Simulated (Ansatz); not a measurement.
The crystal is ZnWO4 (P2/c).

```cif
data_structure
_symmetry_space_group_name_H-M 'P 1'
_symmetry_Int_Tables_number 1
_cell_length_a 4.6986
_cell_length_b 5.7293
_cell_length_c 4.9367
_cell_angle_alpha 90.000
_cell_angle_beta 90.615
_cell_angle_gamma 90.000
_cell_volume 132.89
loop_
_atom_site_label
_atom_site_type_symbol
_atom_site_fract_x
_atom_site_fract_y
_atom_site_fract_z
_atom_site_occupancy
Zn1 Zn 0.50000 0.68400 0.25000 1
Zn2 Zn 0.50000 0.31600 0.75000 1
W3 W 0.00000 0.18258 0.25000 1
W4 W 0.00000 0.81742 0.75000 1
O5 O 0.21690 0.10510 0.93630 1
O6 O 0.78310 0.10510 0.56370 1
O7 O 0.78310 0.89490 0.06370 1
O8 O 0.21690 0.89490 0.43630 1
O9 O 0.25650 0.37770 0.39960 1
O10 O 0.74350 0.37770 0.10040 1
O11 O 0.74350 0.62230 0.60040 1
O12 O 0.25650 0.62230 0.89960 1
```

The cell and positions come from the Crystallography Open Database and are kept as given unless a step says otherwise. Spin-orbit coupling is left out unless a run names it.

Gaps computed with Ansatz 0.2.0 without a self-energy: LDA 2.86 eV, LDA+SOC 2.85 eV, HSE06 4.42 eV and HSE06+SOC 4.41 eV.

**Question.** What gap should G0W0 on LDA give (4×4×4 mesh, 1338 empty bands, screening to 270 eV, hard PAW files)?

About 4.45 eV: on its mesh the run moves the gap from 2.86 eV by +1.59 eV. A band edge moves to another state on the way. Among the scalar-relativistic levels given, HSE06 is nearest (−0.03 eV). Bands and cutoff are finite, so the gap stands short of the basis limit, usually by up to a few tenths of an eV; the mesh is an error of its own. A d shell, filled or nearly so, lies near the gap. One-shot GW converges very slowly in bands there, not always from below, and on a semilocal start the gap tends to come out low; starts rich in exact exchange can overshoot instead. The many-body steps are scalar-relativistic: spin-orbit coupling is not in them.

[Long decimals in the printed logs are rounded to 6 places.]

[Logs are printed without paths, hosts, clocks, repeated set-up lines and the standing remarks that a program may print on its own settings, such as how far it seeks lower states.]

[Paths, hosts, dates, memory and timing lines, banners, echoed tables and standing remarks are left out of the program output; an Ansatz launch command may be rebuilt from the run's recorded settings. Measured values are a selection of at most five: reports struck by readers or far from the other reports are left out. None is set beside runs whose start may be inverted or whose files or cutoffs have a known fault.]

[Runs of the session that timed out or met a known fault of the program may be left out.]

[Cells called generated may have been cut or substituted from an entry of the Crystallography Open Database or the Materials Project.]

[Hosts, paths, dates, database ids (printed as entryN), source tags and the programs' standing remarks are cut or masked in the printed files.]

[Where the starting crystal was built by hand or by swapping elements, it need not be the compound's stable phase.]
